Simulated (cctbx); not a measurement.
# What is wrong with this refinement?

Cell a = 7.2580 Å, b = 12.3910 Å, c = 4.0880 Å, α = 90.00°, β = 90.00°, γ = 90.00°; space group Pbam (no. 55).

Simulated single-crystal data (cctbx): Mo Kα, λ = 0.71073 Å, to d = 0.8 Å, 80 % of the full sphere, strongest reflection 20000 counts, noise from counting, a 2 % proportional error and a noise floor of 2 counts (s.d.); no absorption, and some extinction, which the refinements don't model.

An anisotropic refinement with weights 1/σ² prints:

```text
Rint 0.024, 430 unique reflections to 0.80 A
cycle     R1     wR2    GooF  max shift (A)
   1  0.0419  0.1044   4.989   0.00677
   2  0.0138  0.0310   1.483   0.00000
final R1 0.0138 wR2 0.0310 GooF 1.483  parameters 22  data/parameter 19.5
atom        x        y        z      Ueq    occ   su(xyz)  su(Uiso or U11)
Sr1    0.26313  0.45762  0.50000   0.0111  1.000  0.00004  0.0002
Br1    0.38235  0.69628  0.00000   0.0106  1.000  0.00004  0.0002
Mn1    0.50000  0.50000  0.00000   0.0147  1.000  0.00000  0.0004
Na1    0.07776  0.68257  0.50000   0.0287  1.000  0.00026  0.0010
difference map: max 0.33 min -0.73 rms 0.12
Q1    0.1408  0.0158  0.2893    8    0.33  1.32 A from Sr1
Q2    0.1506  0.8711  0.5000    4    0.30  1.24 A from Sr1
Q3    0.0167  0.6719  0.3341    8    0.27  0.82 A from Na1
Q4    0.1284  0.2122  0.1182    8    0.27  0.53 A from Br1
Q5    0.2705  0.3801  0.2481    8    0.27  1.41 A from Sr1
Q6    0.2111  0.5472  0.1824    8    0.26  1.75 A from Sr1
```

Q: Accept it or mend it, and why?

Mend it. The fault: wrong element: Sr1 is Br. Against the right model at the same level, R1 goes from 0.0108 to 0.0138 and GooF from 1.12 to 1.48. Sr1 has 3 electrons too many and its U swells to shed them, as expected. The signs are weak, and the output alone doesn't single this fault out.

The compound is Na2MnBr4. The right model at the same level gives:

```text
Rint 0.024, 430 unique reflections to 0.80 A
cycle     R1     wR2    GooF  max shift (A)
   1  0.0395  0.0978   4.675   0.00669
   2  0.0108  0.0234   1.120   0.00000
final R1 0.0108 wR2 0.0234 GooF 1.120  parameters 22  data/parameter 19.5
atom        x        y        z      Ueq    occ   su(xyz)  su(Uiso or U11)
Br1    0.26313  0.45763  0.50000   0.0102  1.000  0.00003  0.0001
Br2    0.38234  0.69628  0.00000   0.0113  1.000  0.00003  0.0001
Mn1    0.50000  0.50000  0.00000   0.0155  1.000  0.00000  0.0003
Na1    0.07782  0.68251  0.50000   0.0297  1.000  0.00019  0.0007
difference map: max 0.26 min -0.66 rms 0.10
Q1    0.1467  0.0151  0.2970    8    0.26  1.27 A from Br1
Q2    0.2042  0.5495  0.1853    8    0.24  1.77 A from Br1
Q3    0.1545  0.8313  0.0000    4    0.23  2.00 A from Br2
Q4    0.0145  0.6700  0.3123    8    0.23  0.91 A from Na1
Q5    0.0836  0.5652  0.2041    8    0.23  1.89 A from Na1
Q6    0.2268  0.7609  0.5000    4    0.23  1.45 A from Na1
```

The model was made for the exercise: a known structure type with other elements put in, its volume estimated, not relaxed; displacement parameters are assumed.

[Middle refinement cycles are left out of these outputs.]

[Logs are printed without paths, hosts, clocks, repeated set-up lines and the standing remarks that a program may print on its own settings, such as how far it seeks lower states.]
